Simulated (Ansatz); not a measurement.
## Sensitivity of the G0W0 gap of YVO4 (I4_1/amd)

A base run on YVO4 (I4_1/amd), then changed inputs.

Main program and level: Ansatz 0.2.0; G0W0 on r2SCAN, plane waves, PAW.

## Step 1: The structure

The structure is tetragonal, space group I4_1/amd (No. 141). Conventional cell: a = 7.118 Å, b = 7.118 Å, c = 6.289 Å, α = 90.00°, β = 90.00°, γ = 90.00°. Nearest to Y lie 8 O at 2.30 to 2.43 Å. Nearest to V lie 4 O at 1.71 Å. Nearest to O lie 1 V at 1.71 Å and 2 Y at 2.30 to 2.43 Å. Farther neighbours and most contacts between anions are not listed.

The cell and positions come from the Crystallography Open Database and are kept as given unless a step says otherwise. The default PAW set here is soft_2. Its files were made with PBE.

## Step 2: The base run: 2×2×2 mesh, 340 empty bands, screening to 96 eV

G0W0 replaces the xc potential by the self-energy, built once from these orbitals. Only a window of levels is corrected, while the sums run over the empty bands that the input names.

input.yaml reads:

```yaml
crystal:
  lattice:
    - [-3.55915, 3.55915, 3.14465]
    - [3.55915, -3.55915, 3.14465]
    - [3.55915, 3.55915, -3.14465]
  atoms:
    - { symbol: "Y", position: [0.75, 0.25, 0.5] }
    - { symbol: "Y", position: [0.0, 0.0, 0.0] }
    - { symbol: V, position: [0.5, 0.5, 0.0] }
    - { symbol: V, position: [0.25, 0.75, 0.5] }
    - { symbol: O, position: [0.51, 0.3258, 0.1842] }
    - { symbol: O, position: [0.0758, 0.3916, 0.3158] }
    - { symbol: O, position: [0.1416, 0.3258, 0.8158] }
    - { symbol: O, position: [0.0758, 0.76, 0.6842] }
    - { symbol: O, position: [0.24, 0.9242, 0.3158] }
    - { symbol: O, position: [0.6742, 0.49, 0.8158] }
    - { symbol: O, position: [0.6084, 0.9242, 0.6842] }
    - { symbol: O, position: [0.6742, 0.8584, 0.1842] }
kpoints:
  mp_grid: { grid: [2, 2, 2] }
hamiltonian:
  xc: r2scan
scf:
  occupations: { method: fixed }
gw:
  n_empty_bands: 340
  ecut_chi: 96
  qp_bands: [v4, c4]
  qp_kpoints: band_edges
  screening: { model: contour_deformation }
```

Started as:

```console
ansatz run input.yaml --threads 3 --pin off --max-ram 92160MiB --backend cuda --events-out ev --progress --plain --runs-dir out --devices 1 --max-vram 13GiB
```

Numbers of over 12 decimals in the logs are rounded to 6 here.

Output:

```text
GPUs: using 1 of 1 available (devices: 1).
Engine: ansatz 0.2.0, x86_64-unknown-linux-gnu
Pseudopotentials: kind: paw
Pseudopotential: Y, paw, valence charge 11, recommended cutoff 500 eV (meta_gga), Y.paw.azcp
Pseudopotential: V, paw, valence charge 13, recommended cutoff 500 eV (meta_gga), V.paw.azcp
Pseudopotential: O, paw, valence charge 6, recommended cutoff 500 eV (meta_gga), O.paw.azcp
Functional definition: r2SCAN
  parameter k0 = 0.174
  parameter k1 = 0.065
  parameter a1 = 4.9479
  exchange = r2scan_x(k0 = k0, k1 = k1, a1 = a1)
  correlation = r2scan_c
concurrent solve slots: 2 of 3 are kept, ahead of what memory takes: no pass of the eigensolver takes more rounds on 2
device memory: the entry about to start is reckoned to put 2.6 GiB on a device that reports 30.1 GiB free (of which the cap on the GPU budget leaves the run 13.0 GiB)
GPU FFT provider: cuFFT
GPU libraries: cuBLAS 13.8.2, cuFFT 12.4.0, cuSOLVER 12.3.4
Crystal: 12 atoms, lattice volume = 159.340 Å³
Basis set: ecut = 500 eV, 4023 PW (Γ), exchange–correlation on 180×180×180 points (64 copies of the dense FFT grid, shifted against one another)
Bands: 60, of which v1, the nominal top of the filled ones, is band 48 counted from 1 (47 counted from 0)
Symmetry: 16 space group operations
Space group: I41/amd (ITA 141), of the structure as read, at distance tolerance 5.4e-5 Å
k-points: 4 of 8
Non-local potential: Y, projectors of the file, l = 0: 3, l = 1: 2, l = 2: 2, l = 3: 1
Non-local potential: V, projectors of the file, l = 0: 3, l = 1: 2, l = 2: 3, l = 3: 1
Non-local potential: O, projectors of the file, l = 0: 2, l = 1: 2, l = 2: 1
PAW form: soft (Blöchl's): semilocal exchange-correlation on the pseudo side does not see the compensation charge
PAW frozen core: Y, regenerated for the run's functional (the file was generated under x = pbe(κ = 0.804, μ = 0.219515), c = pbe(β = 0.066725))
PAW frozen core: V, regenerated for the run's functional (the file was generated under x = pbe(κ = 0.804, μ = 0.219515), c = pbe(β = 0.066725))
PAW frozen core: O, regenerated for the run's functional (the file was generated under x = pbe(κ = 0.804, μ = 0.219515), c = pbe(β = 0.066725))
PAW one-centre angular grid: Y, 590 points (default); XC on 160 Gauss nodes
PAW one-centre angular grid: V, 590 points (default); XC on 160 Gauss nodes
PAW one-centre angular grid: O, 302 points (default); XC on 160 Gauss nodes
Initial density: superposition of atomic densities (neutral atoms: chi_scale 0, normalization atom), corrected by the library's trained network
Initial wavefunctions: pseudopotential atomic-orbital guess
GPU buffer pool allocated for 91125 grid points (all kernels)
GPU transforms: local potential and band sums: pruned to the plane-wave sphere, on 45×45×45
[...]
NSCF: frozen V_eff on 1 k-points
device memory: the entry about to start is reckoned to put 0.8 GiB on a device that reports 30.0 GiB free (of which the cap on the GPU budget leaves the run 13.0 GiB)
NSCF: frozen V_eff on 1 k-points
SCF converged after 9 iterations
Free energy (F): -18121.005906 eV
Harris-Foulkes:  -18121.005906 eV  (|F-HF|=3.50e-8)
Internal energy: -18121.005906 eV  (E = F + TS)
E sigma→0 (E₀):  -18121.005906 eV
Fermi energy:    5.905530 eV
--- Per-component energies (eV) ---
  E_band       = -943.787513
  E_kinetic    = 2693.365603
  E_local      = -7290.906000  (includes V_loc(G=0)·N_el)
  E_nonlocal   = 373.641575
  E_hartree    = 2816.241722
  E_xc         = -1180.365049
  E_vxc        = -1665.538672  (∫ρ·V_xc dr)
  E_paw        = -9198.306811  (= ΣΔE_a)
  E_vpaw       = -791.998498  (= ΣTr[D̂ρ^β])
  E_aug_tail   = 0.008727  (compensation charges beyond the density's cutoff)
  E_vtau       = 105.148225  (kinetic-family band-sum trace: ∫τ·v_τ [+ j·A + Jᵃ·Aᵃ] dr)
  E_ewald      = -6333.590677
  E_core_change = -1.094996  (= ΣΔE_core)
  E_smearing   = -0.000000  (= −TS)
  E_closure    = -0.000000  (closes the sum)
  Σ components = -18121.005906   (vs F -18121.005906, Δ=0.00e0)
--- Band table (eV) ---
  k-point 0: bands = [... 44 lower, 5.5104, 5.5170, 5.5170, 5.9055, 9.2253, 9.9466, 10.1496, 10.1658, ... 8 higher]
  k-point 1: bands = [... 44 lower, 5.1331, 5.1331, 5.5409, 5.5409, 9.9194, 9.9194, 10.0603, 10.0603, ... 8 higher]
  k-point 2: bands = [... 44 lower, 5.0618, 5.1505, 5.7482, 5.7658, 9.9430, 10.0766, 10.0768, 10.0832, ... 8 higher]
  k-point 3: bands = [... 44 lower, 5.0942, 5.0942, 5.3491, 5.3491, 9.9731, 9.9731, 10.2168, 10.2168, ... 8 higher]
--- G₀W₀: contour deformation, 6 samples at zero and on the imaginary axis and 1 off it, 8 q-points, 340 empty bands' worth ---
  eigenvalues of the whole cell's RPA ε∞ on this k-mesh (on a slab, of 1 + 4πα/V) = 3.5105, 3.5105, 4.2645; static W/v taken at q = 0 is 0.266522
  gw.qp_kpoints: band_edges: 4 of 4 stored k-points solved, in 1 pass; an edge of the gap read off the rows below is read off those points alone
    ik  band        ε_KS         Σx   Σc(E_QP)       V_xc       Z   E_QP_lin       E_QP  E_QP is
     0    45      5.5104   -25.7735     4.5010   -21.0291  0.7504     5.2661     5.2670  root
     0    46      5.5170   -25.4896     4.4678   -20.7690  0.7505     5.2633     5.2643  root
     0    47      5.5170   -25.4896     4.4678   -20.7690  0.7505     5.2633     5.2643  root
     0    48      5.9055   -25.6861     4.4971   -20.9617  0.7486     5.6775     5.6782  root
     0    49      9.2253   -14.6443    -5.7438   -22.0071  0.7610    10.8812    10.8443  root
     0    50      9.9466   -16.3626    -6.2531   -24.4398  0.7438    11.8257    11.7707  root
     0    51     10.1496   -16.4573    -5.9314   -24.2233  0.7442    12.0402    11.9842  root
     0    52     10.1658   -16.6269    -5.6389   -24.0886  0.7407    12.0447    11.9886  root
[...]
3    49      9.9731   -16.3800    -6.0921   -24.3001  0.7453    11.8558    11.8012  root
     3    50      9.9731   -16.3800    -6.0921   -24.3001  0.7453    11.8558    11.8012  root
     3    51     10.2168   -16.8872    -5.7840   -24.5142  0.7370    12.1194    12.0599  root
     3    52     10.2168   -16.8872    -5.7840   -24.5142  0.7370    12.1194    12.0599  root
```

The job ended after 11 s (1 × NVIDIA H100 80GB HBM3 (shared by 6 runs) with 3 threads of AMD EPYC 7R13 (Zen 3), shared host; peak memory 1.5 GiB; 11 s of CPU time).

This step gave:

- bands summed: 388
- RPA ε∞ on this mesh (eigenvalues): 3.510, 3.510, 4.265
- plane waves in the screening matrix: 349
- q-points in the mesh: 8
- G0W0 gap on the mesh: 5.166 eV
- k of the valence top: 0, 0, 0
- k of the conduction bottom: 0, 0, 0
- starting gap on the mesh: 3.320 eV
- Z at the valence top: 0.7486
- Z at the conduction bottom: 0.7610
- least direct G0W0 gap on the computed points: 5.166 eV

The gap on the mesh goes from 3.32 eV to 5.17 eV, a correction of +1.85 eV. Between the two edge states, bare exchange in place of the xc potential would open the gap by 12.09 eV, and correlation takes back 10.24 eV.

## Step 3: Variant: wider window of levels

Edit input.yaml of step 2 so:

```diff
@@ -25,6 +25,6 @@
 gw:
-  n_empty_bands: 340
-  ecut_chi: 96
-  qp_bands: [v4, c4]
-  qp_kpoints: band_edges
+  n_empty_bands: 361
+  ecut_chi: 100
+  qp_bands: [v8, c6]
+  qp_kpoints: [[0, 0, 0]]
   screening: { model: contour_deformation }
```

Output:

```text
GPUs: using 1 of 1 available (devices: 1).
[...]
GPU FFT provider: cuFFT
GPU libraries: cuBLAS 13.8.2, cuFFT 12.4.0, cuSOLVER 12.3.4
Crystal: 12 atoms, lattice volume = 159.340 Å³
Basis set: ecut = 500 eV, 4023 PW (Γ), exchange–correlation on 180×180×180 points (64 copies of the dense FFT grid, shifted against one another)
Bands: 60, of which v1, the nominal top of the filled ones, is band 48 counted from 1 (47 counted from 0)
[... 1 set-up line as in the run before ...]
[...]
k-points: 4 of 8
[...]
GPU buffer pool allocated for 91125 grid points (all kernels)
[...]
SCF iter   1: F=—  HF=-18120.944620 eV  |F-HF|=—  |Δ(HF+E_count)|=         —  Δρ=2.55e-2  dr2=1.31e0  dr2_τ=7.45e-1  ethr=1.77e-3  ⟨swp⟩=3.8  Hψ=708  notcnv=0  defer=33
[...]
SCF iter   9: F=-18121.005906 eV  HF=-18121.005906 eV  |F-HF|=3.50e-8  |Δ(HF+E_count)|=   2.73e-8  Δρ=4.56e-6  dr2=4.14e-8  dr2_τ=9.10e-10  ethr=1.04e-10  ⟨swp⟩=9.0  Hψ=783  notcnv=0
SCF 1 converged in 9 iterations: F = -18121.005906 eV  dr2 = 4.14e-8
[...]
NSCF: frozen V_eff on 4 k-points
[...]
G₀W₀ screening: q 1/4
[... further progress lines ...]
[...]
SCF converged after 9 iterations
Free energy (F): -18121.005906 eV
[...]
Internal energy: -18121.005906 eV  (E = F + TS)
E sigma→0 (E₀):  -18121.005906 eV
Fermi energy:    5.905530 eV
[...]
--- Band table (eV) ---
  k-point 0: bands = [... 44 lower, 5.5104, 5.5170, 5.5170, 5.9055, 9.2253, 9.9466, 10.1496, 10.1658, ... 8 higher]
  k-point 1: bands = [... 44 lower, 5.1331, 5.1331, 5.5409, 5.5409, 9.9194, 9.9194, 10.0603, 10.0603, ... 8 higher]
  k-point 2: bands = [... 44 lower, 5.0618, 5.1505, 5.7482, 5.7658, 9.9430, 10.0766, 10.0768, 10.0832, ... 8 higher]
  k-point 3: bands = [... 44 lower, 5.0942, 5.0942, 5.3491, 5.3491, 9.9731, 9.9731, 10.2168, 10.2168, ... 8 higher]
[...]
bands read: the sum over 409 bands ends inside a degenerate multiplet in 2 slots, whose members it reads at an even weight; the widest, k=1: bands 409 to 410 (counted from 1) at 1/2 each
[...]
0    41      4.6522   -24.8743     4.6282   -19.8449  0.7431     4.2483     4.2511  root
     0    42      4.6522   -24.8743     4.6282   -19.8449  0.7431     4.2483     4.2511  root
     0    43      5.4557   -25.3087     4.5689   -20.4473  0.7448     5.1619     5.1632  root
     0    44      5.5104   -25.7735     4.4839   -21.0291  0.7501     5.2489     5.2499  root
     0    45      5.5104   -25.7735     4.4839   -21.0291  0.7501     5.2489     5.2499  root
     0    46      5.5170   -25.4896     4.4511   -20.7690  0.7502     5.2465     5.2475  root
     0    47      5.5170   -25.4896     4.4511   -20.7690  0.7502     5.2465     5.2475  root
     0    48      5.9055   -25.6861     4.4811   -20.9617  0.7482     5.6614     5.6623  root
     0    49      9.2253   -14.6443    -5.7707   -22.0071  0.7607    10.8530    10.8174  root
     0    50      9.9466   -16.3626    -6.2705   -24.4398  0.7436    11.8072    11.7534  root
     0    51     10.1496   -16.4573    -5.9492   -24.2233  0.7440    12.0212    11.9664  root
     0    52     10.1658   -16.6269    -5.6676   -24.0886  0.7403    12.0140    11.9598  root
     0    53     10.5153   -15.7433    -5.3002   -22.7206  0.7624    12.2324    12.1924  root
     0    54     11.6206   -17.1737    -5.6735   -24.6687  0.7397    13.5056    13.4421  root
```

The job ended after 14 s (1 × NVIDIA H100 80GB HBM3 (shared by 6 runs) with 3 threads; peak memory 1.5 GiB).

Absolute levels on the run's own zero. QP, by row:

```
k index  band  KS (eV)  Sigma_x (eV)  Sigma_c (eV)  Vxc (eV)       Z  QP linearised (eV)  QP (eV)  source  doubts
      0    41    4.652        -24.87         4.628    -19.84  0.7431               4.248    4.251    root        
      0    42    4.652        -24.87         4.628    -19.84  0.7431               4.248    4.251    root        
      0    43    5.456        -25.31         4.569    -20.45  0.7448               5.162    5.163    root        
      0    44     5.51        -25.77         4.484    -21.03  0.7501               5.249     5.25    root        
      0    45     5.51        -25.77         4.484    -21.03  0.7501               5.249     5.25    root        
      0    46    5.517        -25.49         4.451    -20.77  0.7502               5.247    5.247    root        
      0    47    5.517        -25.49         4.451    -20.77  0.7502               5.247    5.247    root        
      0    48    5.905        -25.69         4.481    -20.96  0.7482               5.661    5.662    root        
      0    49    9.225        -14.64        -5.771    -22.01  0.7607               10.85    10.82    root        
      0    50    9.947        -16.36        -6.271    -24.44  0.7436               11.81    11.75    root        
      0    51    10.15        -16.46        -5.949    -24.22   0.744               12.02    11.97    root        
      0    52    10.17        -16.63        -5.668    -24.09  0.7403               12.01    11.96    root        
      0    53    10.52        -15.74          -5.3    -22.72  0.7624               12.23    12.19    root        
      0    54    11.62        -17.17        -5.673    -24.67  0.7397               13.51    13.44    root
```

Against the base:

```csv
setting,base,variant
empty bands,340,361
screening cutoff (eV),96,100
levels asked,v4 to c4,v8 to c6
points asked,band edges,"[[0, 0, 0]]"
```

## Step 4: Summary of results

| Item | Value |
| --- | --- |
| base | 5.17 eV, 11 s |
| wider window of levels | direct gap at the listed points 5.16 eV, 14 s |

Wider window of levels: only the listed points were computed; the least direct gap there is 5.16 eV, with empty bands, screening cutoff, levels asked and points asked changed against the base. All runs here use a coarse mesh and modest cutoffs; they test settings and are not final values. The 2×2×2 mesh is coarse for this cell (its supercell is 12 Å along the shortest edge). The RPA ε∞ on it, from the r2SCAN start, is 3.51 and 4.26; such meshes misread the long-range screening, most where the gap is narrow. The runs have no spin polarisation. For a closed low-spin shell that is the natural state; where a d or f shell is open it is a constraint, and the gap is then not the crystal's own. With d states at the gap, one-shot GW leans hard on its start. The many-body steps are scalar-relativistic: spin-orbit coupling is not in them.

[Paths, hosts, dates, memory and timing lines, banners, echoed tables and standing remarks are left out of the program output.]

[Logs are printed without paths, hosts, clocks, repeated set-up lines and the standing remarks that a program may print on its own settings, such as how far it seeks lower states.]

[Runs of the session that timed out or met a known fault of the program may be left out.]

[Cells called generated may have been cut or substituted from an entry of the Crystallography Open Database or the Materials Project.]

[Hosts, paths, dates, database ids (printed as entryN), source tags and the programs' standing remarks are cut or masked in the printed files.]
